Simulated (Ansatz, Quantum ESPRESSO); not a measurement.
# Thickness dependence of 1T-PtS2, part 2 of 8

What does each added layer of 1T-PtS2 bring in screening, and what does it do to the gap?

Quantum ESPRESSO 7.5; plane-wave DFT, PBE, GBRV ultrasoft pseudopotentials; geometry by Ansatz 0.2.0 with PAW datasets.

So far: Starting point; Geometry from Ansatz, 1 layer.

### 3. SCF with pw.x, 1 layer: no field

The zero-field run is the reference. tefield and dipfield are on already, so that all runs share k-points and boundary.

Level of this step: plane-wave DFT, PBE, GBRV ultrasoft pseudopotentials (Quantum ESPRESSO 7.5).

n1.f0.in

```
&control
  prefix = 'n1.f0'
  outdir = './out'
  pseudo_dir = './pseudo'
  calculation = 'scf'
  tprnfor = .true.
  tefield = .true.
  dipfield = .true.
/
&system
  ibrav = 0
  nat = 3
  ntyp = 2
  ecutwfc = 40
  ecutrho = 200
  occupations = 'smearing'
  smearing = 'fd'
  degauss = 0.004
  edir = 3
  emaxpos = 0.97
  eopreg = 0.04
  eamp = 0.0
  nbnd = 18
/
&electrons
  conv_thr = 1e-09
  mixing_beta = 0.4
  electron_maxstep = 120
  mixing_mode = 'plain'
/
ATOMIC_SPECIES
  S   32.0600  s_pbe_v1.4.uspp.F.UPF
  Pt  195.0840  pt_pbe_v1.4.uspp.F.UPF
CELL_PARAMETERS angstrom
  3.57420299353927 0.00000000000000 -0.00000000000000
  -1.78710149676964 3.09535059068740 -0.00000000000000
  -0.00000000000000 -0.00000000000000 19.01408639340000
ATOMIC_POSITIONS crystal
  S   0.666666666667 0.333333333333 0.435362694280
  Pt  -0.000000000000 0.000000000000 0.499999984889
  S   0.333333333333 0.666666666667 0.564637320831
K_POINTS automatic
  12 12 1 0 0 0
```

Command:

```sh
$ OMP_NUM_THREADS=1 mpirun -n 4 pw.x -nk 4 -in n1.f0.in > n1.f0.out
```

What it wrote:

```text
Program PWSCF v.7.5 starts
[citation notice left out]

     Parallel version (MPI & OpenMP), running on       4 processor cores
     Number of MPI processes:                 4
     Threads/MPI process:                     1

     MPI processes distributed on     1 nodes
[...]
Current dimensions of program PWSCF are:
     Max number of different atomic species (ntypx) = 10
     Max number of k-points (npk) =  40000
     Max angular momentum in pseudopotentials (lmaxx) =  4
     Presently no symmetry can be used with electric field

     K-points division:     npool     =       4
     Subspace diagonalization in iterative solution of the eigenvalue problem:
     a serial algorithm will be used

     G-vector sticks info
     --------------------
     sticks:   dense  smooth     PW     G-vecs:    dense   smooth      PW
     Sum         637     499    163                67889    48595    9185

     Using Slab Decomposition

     bravais-lattice index     =            0
     lattice parameter (alat)  =       6.7543  a.u.
     unit-cell volume          =    1419.5841 (a.u.)^3
     number of atoms/cell      =            3
     number of atomic types    =            2
     number of electrons       =        28.00
     number of Kohn-Sham states=           18
     kinetic-energy cutoff     =      40.0000  Ry
     charge density cutoff     =     200.0000  Ry
     scf convergence threshold =      1.0E-09
     mixing beta               =       0.4000
     number of iterations used =            8  plain     mixing
     Exchange-correlation=  SLA  PW   PBX  PBC
                           (   1   4   3   4   0   0   0)

     celldm(1)=   6.754265  celldm(2)=   0.000000  celldm(3)=   0.000000
     celldm(4)=   0.000000  celldm(5)=   0.000000  celldm(6)=   0.000000

     crystal axes: (cart. coord. in units of alat)
               a(1) = (   1.000000   0.000000  -0.000000 )
               a(2) = (  -0.500000   0.866025  -0.000000 )
               a(3) = (  -0.000000  -0.000000   5.319812 )

     reciprocal axes: (cart. coord. in units 2 pi/alat)
               b(1) = (  1.000000  0.577350  0.000000 )
               b(2) = (  0.000000  1.154701  0.000000 )
               b(3) = (  0.000000  0.000000  0.187977 )

     PseudoPot. # 1 for S  read from file:
     ./pseudo/s_pbe_v1.4.uspp.F.UPF
     Pseudo is Ultrasoft + core correction, Zval =  6.0
     Generated by new atomic code, or converted to UPF format
     Using radial grid of  907 points,  6 beta functions with:
                l(1) =   0
                l(2) =   0
                l(3) =   1
                l(4) =   1
                l(5) =   2
                l(6) =   2
     Q(r) pseudized with  8 coefficients,  rinner =    1.300   1.300   1.300
                                                       1.300   1.300

     PseudoPot. # 2 for Pt read from file:
     ./pseudo/pt_pbe_v1.4.uspp.F.UPF
     Pseudo is Ultrasoft + core correction, Zval = 16.0
     Generated by new atomic code, or converted to UPF format
     Using radial grid of  985 points,  6 beta functions with:
                l(1) =   0
                l(2) =   0
                l(3) =   1
                l(4) =   1
                l(5) =   2
                l(6) =   2
     Q(r) pseudized with  8 coefficients,  rinner =    1.300   1.300   1.300
                                                       1.300   1.300

     atomic species   valence    mass     pseudopotential
     S                 6.00    32.06000     S ( 1.00)
     Pt               16.00   195.08400     Pt( 1.00)

     No symmetry found

   Cartesian axes

     site n.     atom                  positions (alat units)
         1        S      tau(   1) = (   0.5000000   0.2886751   2.3160475  )
         2        Pt     tau(   2) = (  -0.0000000   0.0000000   2.6599057  )
         3        S      tau(   3) = (  -0.0000000   0.5773503   3.0037641  )

     number of k points=    74  Fermi-Dirac smearing, width (Ry)=  0.0040
                       cart. coord. in units 2pi/alat
        k(    1) = (   0.0000000   0.0000000   0.0000000), wk =   0.0138889
        k(    2) = (   0.0000000   0.0962250   0.0000000), wk =   0.0277778
        k(    3) = (   0.0000000   0.1924501   0.0000000), wk =   0.0277778
        k(    4) = (   0.0000000   0.2886751   0.0000000), wk =   0.0277778
        k(    5) = (   0.0000000   0.3849002   0.0000000), wk =   0.0277778
        k(    6) = (   0.0000000   0.4811252   0.0000000), wk =   0.0277778
        k(    7) = (   0.0000000  -0.5773503   0.0000000), wk =   0.0138889
        k(    8) = (   0.0833333   0.0481125   0.0000000), wk =   0.0277778
        k(    9) = (   0.0833333   0.1443376   0.0000000), wk =   0.0277778
        k(   10) = (   0.0833333   0.2405626   0.0000000), wk =   0.0277778
[...]
k(   74) = (  -0.5000000  -0.8660254   0.0000000), wk =   0.0138889

     Dense  grid:    67889 G-vectors     FFT dimensions: (  32,  32, 162)

     Smooth grid:    48595 G-vectors     FFT dimensions: (  27,  27, 150)

     Estimated max dynamical RAM per process >     131.86 MB

     Estimated total dynamical RAM >     477.71 MB

     Initial potential from superposition of free atoms

     starting charge      27.4999, renormalised to      28.0000

     negative rho (up, down):  1.820E-01 0.000E+00

     Adding external electric field

     Computed dipole along edir(3) :
        Dipole                0.0000 Ry au,          0.0000 Debye
        Dipole field          0.0000 Ry au,

        Potential amp.       -0.0000 Ry
        Total length         34.4942 bohr

     Starting wfcs are   20 randomized atomic wfcs

     total cpu time spent up to now is        1.8 secs

     per-process dynamical memory:    74.6 Mb

     Self-consistent Calculation

     iteration #  1     ecut=    40.00 Ry     beta= 0.40
     Davidson diagonalization with overlap
     ethr =  1.00E-02,  avg # of iterations =  5.1

     negative rho (up, down):  1.713E-01 0.000E+00

     Adding external electric field

     Computed dipole along edir(3) :
        Dipole                0.0002 Ry au,          0.0005 Debye
        Dipole field          0.0000 Ry au,

        Potential amp.       -0.0001 Ry
        Total length         34.4942 bohr

     total cpu time spent up to now is        4.2 secs

     total energy              =    -258.17311461 Ry
     estimated scf accuracy    <       2.19178861 Ry

     iteration #  2     ecut=    40.00 Ry     beta= 0.40
[...]
negative rho (up, down):  1.736E-01 0.000E+00

[...]
Dipole                0.0004 Ry au,          0.0011 Debye
[...]
total energy              =    -258.79440520 Ry
     estimated scf accuracy    <       1.24943994 Ry

     iteration #  3     ecut=    40.00 Ry     beta= 0.40
[...]
negative rho (up, down):  1.724E-01 0.000E+00

[...]
Dipole               -0.0013 Ry au,         -0.0033 Debye
[...]
total energy              =    -258.95984495 Ry
     estimated scf accuracy    <       0.02209785 Ry

     iteration #  4     ecut=    40.00 Ry     beta= 0.40
[...]
negative rho (up, down):  1.722E-01 0.000E+00

[...]
Dipole                0.0074 Ry au,          0.0187 Debye
[...]
total energy              =    -258.96601437 Ry
     estimated scf accuracy    <       0.01754043 Ry

     iteration #  5     ecut=    40.00 Ry     beta= 0.40
[...]
negative rho (up, down):  1.722E-01 0.000E+00

[...]
Dipole               -0.0211 Ry au,         -0.0535 Debye
[...]
total energy              =    -258.97113680 Ry
     estimated scf accuracy    <       0.00873634 Ry

     iteration #  6     ecut=    40.00 Ry     beta= 0.40
[...]
negative rho (up, down):  1.723E-01 0.000E+00

[...]
Dipole                0.0007 Ry au,          0.0018 Debye
[...]
total energy              =    -258.97133316 Ry
     estimated scf accuracy    <       0.00329223 Ry

     iteration #  7     ecut=    40.00 Ry     beta= 0.40
[...]
negative rho (up, down):  1.723E-01 0.000E+00

[...]
Dipole                0.0001 Ry au,          0.0002 Debye
[...]
total energy              =    -258.97176735 Ry
     estimated scf accuracy    <       0.00014215 Ry

     iteration #  8     ecut=    40.00 Ry     beta= 0.40
[...]
negative rho (up, down):  1.724E-01 0.000E+00

[...]
Dipole               -0.0000 Ry au,         -0.0001 Debye
[...]
total energy              =    -258.97180713 Ry
     estimated scf accuracy    <       0.00000975 Ry

     iteration #  9     ecut=    40.00 Ry     beta= 0.40
[...]
negative rho (up, down):  1.724E-01 0.000E+00

[...]
Dipole                0.0000 Ry au,          0.0000 Debye
[...]
total energy              =    -258.97180899 Ry
     estimated scf accuracy    <       0.00000054 Ry

     iteration # 10     ecut=    40.00 Ry     beta= 0.40
[...]
negative rho (up, down):  1.724E-01 0.000E+00

[...]
Dipole               -0.0000 Ry au,         -0.0000 Debye
[...]
total energy              =    -258.97180926 Ry
     estimated scf accuracy    <       0.00000035 Ry

     iteration # 11     ecut=    40.00 Ry     beta= 0.40
[...]
negative rho (up, down):  1.724E-01 0.000E+00

[...]
Dipole                0.0000 Ry au,          0.0000 Debye
[...]
total energy              =    -258.97180936 Ry
     estimated scf accuracy    <       0.00000006 Ry

     iteration # 12     ecut=    40.00 Ry     beta= 0.40
[...]
negative rho (up, down):  1.724E-01 0.000E+00

[...]
Dipole               -0.0000 Ry au,         -0.0000 Debye
[...]
total energy              =    -258.97180937 Ry
     estimated scf accuracy    <          2.6E-09 Ry

     iteration # 13     ecut=    40.00 Ry     beta= 0.40
[...]
negative rho (up, down):  1.724E-01 0.000E+00

[...]
Dipole               -0.0000 Ry au,         -0.0000 Debye
[...]
End of self-consistent calculation

          k = 0.0000 0.0000 0.0000 (  6061 PWs)   bands (ev):

   -54.9328 -54.9328 -54.8295 -16.1003 -13.8802  -7.6389  -7.6389  -7.2659
    -4.9617  -4.9617  -2.9028  -2.7802  -2.4050  -2.4050   1.0686   1.0686
     3.2074   3.6216

          k = 0.0000 0.0962 0.0000 (  6053 PWs)   bands (ev):

   -54.9340 -54.9331 -54.8293 -16.0147 -13.9013  -7.6271  -7.5848  -7.1885
    -5.0935  -5.0335  -3.3072  -2.6476  -2.3635  -2.2169   0.6504   0.9533
     3.3956   3.7791

          k = 0.0000 0.1925 0.0000 (  6048 PWs)   bands (ev):

   -54.9376 -54.9340 -54.8289 -15.7684 -13.9593  -7.5765  -7.4397  -6.9712
    -5.5282  -5.1789  -3.8341  -2.3791  -2.3447  -2.1531  -0.0860   0.7380
     3.8374   4.1137

          k = 0.0000 0.2887 0.0000 (  6064 PWs)   bands (ev):

   -54.9424 -54.9352 -54.8283 -15.3971 -14.0382  -7.4931  -7.2584  -6.7321
    -6.1014  -5.2542  -4.1234  -2.5396  -2.5369  -2.2672  -0.3568   0.6392
     4.0510   4.4588

          k = 0.0000 0.3849 0.0000 (  6066 PWs)   bands (ev):

   -54.9472 -54.9365 -54.8276 -14.9732 -14.1126  -7.6770  -7.1215  -6.7608
    -6.0113  -5.1281  -4.2108  -3.2754  -2.9849  -2.5486   0.0100   0.7001
     3.5799   5.1244

          k = 0.0000 0.4811 0.0000 (  6078 PWs)   bands (ev):

   -54.9508 -54.9374 -54.8272 -14.6260 -14.1501  -8.1816  -7.0653  -6.4483
    -5.7735  -4.7601  -4.1399  -3.9113  -3.5795  -3.0506   0.4705   0.8054
     3.3949   4.8765

[...]
the Fermi energy is    -1.2152 ev

!    total energy              =    -258.97180937 Ry
     estimated scf accuracy    <          1.8E-10 Ry
     smearing contrib. (-TS)   =      -0.00000000 Ry
     internal energy E=F+TS    =    -258.97180936 Ry

     The total energy is F=E-TS. E is the sum of the following terms:
     one-electron contribution =   -1077.51027185 Ry
     hartree contribution      =     541.50603271 Ry
     xc contribution           =     -73.69524090 Ry
     ewald contribution        =     350.72767067 Ry
     electric field correction =       0.00000000 Ry

     convergence has been achieved in  13 iterations

     negative rho (up, down):  1.724E-01 0.000E+00

     Forces acting on atoms (cartesian axes, Ry/au):

     atom    1 type  1   force =    -0.00000004   -0.00000002    0.00035037
     atom    2 type  2   force =     0.00000004    0.00000002   -0.00000429
     atom    3 type  1   force =     0.00000000   -0.00000000   -0.00034608

     Total force =     0.000492     Total SCF correction =     0.000053
     SCF correction compared to forces is large: reduce conv_thr to get better values

[...]
=------------------------------------------------------------------------------=
   JOB DONE.
=------------------------------------------------------------------------------=
[key lines of the parts left out:]
Dipole field         -0.0000 Ry au,
```

Run time: 31 s. Hardware: 4 MPI ranks of Intel Xeon 6975P-C (Granite Rapids), shared host; peak memory 0.64 GiB; 2 min of CPU time.

Numbers from this step:

```
free energy                          : -3523.4910 eV
Fermi energy                         : -1.215 eV
dipole along the normal              : 0 e·Å
valence top, on the run's zero       : -2.125 eV
conduction bottom, on the run's zero : -0.3568 eV
gap by band count                    : 1.769 eV
```

The run needed 13 iterations to bring the estimated error under 1e-09 Ry; the largest force on any atom, held or free, is 0.01 eV/Å.

### 4. Electrostatic potential, 1 layer

The vacuum level is read from the electrostatic potential (plot_num = 11), averaged over planes.

n1.f0.pot.in

```
&inputpp
  prefix = 'n1.f0'
  outdir = './out'
  filplot = 'n1.f0.pot.dat'
  plot_num = 11
/
```

Command:

```sh
$ OMP_NUM_THREADS=1 mpirun -n 4 pp.x -in n1.f0.pot.in > n1.f0.pot.out
```

What it wrote:

```text
[banner, memory and clock lines left out]
Program POST-PROC v.7.5 starts

          URL

     ./out/n1.f0.save/

     IMPORTANT: XC functional enforced from input :
     Exchange-correlation= PBE
                           (   1   4   3   4   0   0   0)
     Any further DFT definition will be discarded
     Please, verify this is what you really want

     negative rho (up, down):  1.724E-01 0.000E+00

     Adding external electric field

     Computed dipole along edir(3) :
        Dipole               -0.0000 Ry au,         -0.0000 Debye
        Dipole field         -0.0000 Ry au,

        Potential amp.        0.0000 Ry
        Total length         34.4942 bohr

     Calling punch_plot, plot_num =  11

     Adding external electric field

     Computed dipole along edir(3) :
        Dipole               -0.0000 Ry au,         -0.0000 Debye
        Dipole field         -0.0000 Ry au,

        Potential amp.        0.0000 Ry
        Total length         34.4942 bohr

     Writing data to file  n1.f0.pot.dat
     Message from routine chdens:
     namelist plot not found or invalid, exiting
```

The job ended after 1.2 s (4 MPI ranks; peak memory 0.1 GiB).

This step gave:

- slope of the potential above: 3.56e-5 eV/Å
- upper vacuum line continued to the top atoms, over the valence top: 6.358 eV
- slope of the potential below: -2.65e-5 eV/Å
- lower vacuum line continued to the bottom atoms, over the valence top: 6.358 eV
- vacuum level at the upper face over the valence top of the mesh: 6.358 eV
- vacuum level at the lower face over the valence top of the mesh: 6.358 eV

Electrostatic potential energy of an electron, with the sawtooth; zero at the highest filled level of the SCF mesh. The potential energy, planar mean by z:

| z (Å) | potential energy, planar mean (eV) |
| --- | --- |
| 0.0 | 6.36 |
| 0.5 | 6.36 |
| 1.0 | 6.36 |
| 1.5 | 6.36 |
| 2.0 | 6.36 |
| 2.5 | 6.36 |
| 3.0 | 6.36 |
| 3.5 | 6.36 |
| 4.0 | 6.36 |
| 4.5 | 6.36 |
| 5.0 | 6.36 |
| 5.5 | 6.35 |
| 6.0 | 6.32 |
| 6.5 | 6.18 |
| 7.0 | 5.55 |
| 7.5 | 2.66 |
| 8.0 | -6.60 |
| 8.5 | -9.50 |
| 9.0 | -9.91 |
| 9.5 | -14.1 |
| 10.0 | -10.1 |
| 10.5 | -9.41 |
| 11.0 | -6.84 |
| 11.5 | 2.52 |
| 12.0 | 5.52 |
| 12.5 | 6.17 |
| 13.0 | 6.32 |
| 13.5 | 6.35 |
| 14.0 | 6.36 |
| 14.5 | 6.36 |
| 15.0 | 6.36 |
| 15.5 | 6.36 |
| 16.0 | 6.36 |
| 16.5 | 6.36 |
| 17.0 | 6.36 |
| 17.5 | 6.36 |
| 18.0 | 6.36 |
| 18.5 | 6.36 |

### 5. Self-consistent run, 1 layer: field 0.1 V/Å

eamp is the field in Hartree atomic units (1 a.u. = 51.42 V/Å). With dipfield on, it is the field in the vacuum beside an isolated sheet. The run starts from the density of the one before.

n1.f1.in is the input of step 3 with these lines changed:

```diff
@@ -1,3 +1,3 @@
 &control
-  prefix = 'n1.f0'
+  prefix = 'n1.f1'
   outdir = './out'
@@ -21,3 +21,3 @@
   eopreg = 0.04
-  eamp = 0.0
+  eamp = 0.00194469
   nbnd = 18
@@ -29,2 +29,3 @@
   mixing_mode = 'plain'
+  startingpot = 'file'
 /
```

Command:

```sh
$ cp -r out/n1.f0.save out/n1.f1.save
$ OMP_NUM_THREADS=1 mpirun -n 4 pw.x -nk 4 -in n1.f1.in > n1.f1.out
```

What it wrote:

```text
[banner, memory and clock lines left out]
Program PWSCF v.7.5 starts
[...]
number of electrons       =        28.00
     number of Kohn-Sham states=           18
     kinetic-energy cutoff     =      40.0000  Ry
     charge density cutoff     =     200.0000  Ry
[...]
number of k points=    74  Fermi-Dirac smearing, width (Ry)=  0.0040
[...]
Dense  grid:    67889 G-vectors     FFT dimensions: (  32,  32, 162)
[...]
The initial density is read from file :
[...]
negative rho (up, down):  1.724E-01 0.000E+00
[...]
Starting wfcs are   20 randomized atomic wfcs
[...]
negative rho (up, down):  1.724E-01 0.000E+00
[...]
estimated scf accuracy    <       0.00874885 Ry
[...]
negative rho (up, down):  1.724E-01 0.000E+00
[...]
estimated scf accuracy    <       0.10303649 Ry
[...]
negative rho (up, down):  1.724E-01 0.000E+00
[...]
estimated scf accuracy    <       0.00006399 Ry
[...]
negative rho (up, down):  1.724E-01 0.000E+00
[...]
estimated scf accuracy    <       0.00000587 Ry
[...]
negative rho (up, down):  1.724E-01 0.000E+00
[...]
estimated scf accuracy    <       0.00000033 Ry
[...]
negative rho (up, down):  1.724E-01 0.000E+00
[...]
estimated scf accuracy    <       0.00000009 Ry
[...]
negative rho (up, down):  1.724E-01 0.000E+00
[...]
estimated scf accuracy    <       0.00000002 Ry
[...]
negative rho (up, down):  1.724E-01 0.000E+00
[...]
estimated scf accuracy    <          3.3E-09 Ry
[...]
negative rho (up, down):  1.724E-01 0.000E+00
[...]
Computed dipole along edir(3) :
        Dipole                0.0510 Ry au,          0.1297 Debye
        Dipole field          0.0005 Ry au,
        E field amplitude [Ha a.u.]:  1.9447E-03
        Potential amp.        0.1030 Ry
        Total length         34.4942 bohr
[...]
the Fermi energy is    -1.2011 ev
!    total energy              =    -258.97190874 Ry
     estimated scf accuracy    <          5.6E-10 Ry
     smearing contrib. (-TS)   =      -0.00000000 Ry
     internal energy E=F+TS    =    -258.97190874 Ry
[...]
one-electron contribution =   -1077.50920890 Ry
     hartree contribution      =     541.50502982 Ry
     xc contribution           =     -73.69522486 Ry
     ewald contribution        =     350.72767067 Ry
     electric field correction =      -0.00017546 Ry
     convergence has been achieved in   9 iterations
     negative rho (up, down):  1.724E-01 0.000E+00
[...]
Total force =     0.000480     Total SCF correction =     0.000158
[...]
```

The job ended after 27 s (4 MPI ranks; peak memory 0.48 GiB).

This step gave:

| Item | Value |
| --- | --- |
| free energy | -3523.4923 eV |
| Fermi energy | -1.201 eV |
| dipole along the normal | 0.02700 e·Å |
| valence top, on the run's zero | -2.111 eV |
| conduction bottom, on the run's zero | -0.3427 eV |
| gap by band count | 1.768 eV |

### 6. Potential by pp.x, 1 layer

n1.f1.pot.in

```
&inputpp
  prefix = 'n1.f1'
  outdir = './out'
  filplot = 'n1.f1.pot.dat'
  plot_num = 11
/
```

Command:

```sh
$ OMP_NUM_THREADS=1 mpirun -n 4 pp.x -in n1.f1.pot.in > n1.f1.pot.out
```

The job ended after 1.2 s (4 MPI ranks; peak memory 0.1 GiB).

This step gave:

```
slope of the potential above                                          : 0.1000 eV/Å
upper vacuum line continued to the top atoms, over the valence top    : 6.260 eV
slope of the potential below                                          : 0.09997 eV/Å
lower vacuum line continued to the bottom atoms, over the valence top : 6.456 eV
```

The slope in the vacuum is 0.100 eV/Å for an applied 0.10 V/Å, as it should be.

[end of part 2 of 8]

[Logs are printed without paths, hosts, clocks, repeated set-up lines and the standing remarks that a program may print on its own settings, such as how far it seeks lower states.]

[Hosts, paths, dates, database ids (printed as entryN), source tags and the programs' standing remarks are cut or masked in the printed files.]

[Maps of the electrostatic potential energy from Ansatz leave out the sawtooth potential of an applied field or a dipole correction, so their vacuum need not be flat; planar profiles and work functions include it.]
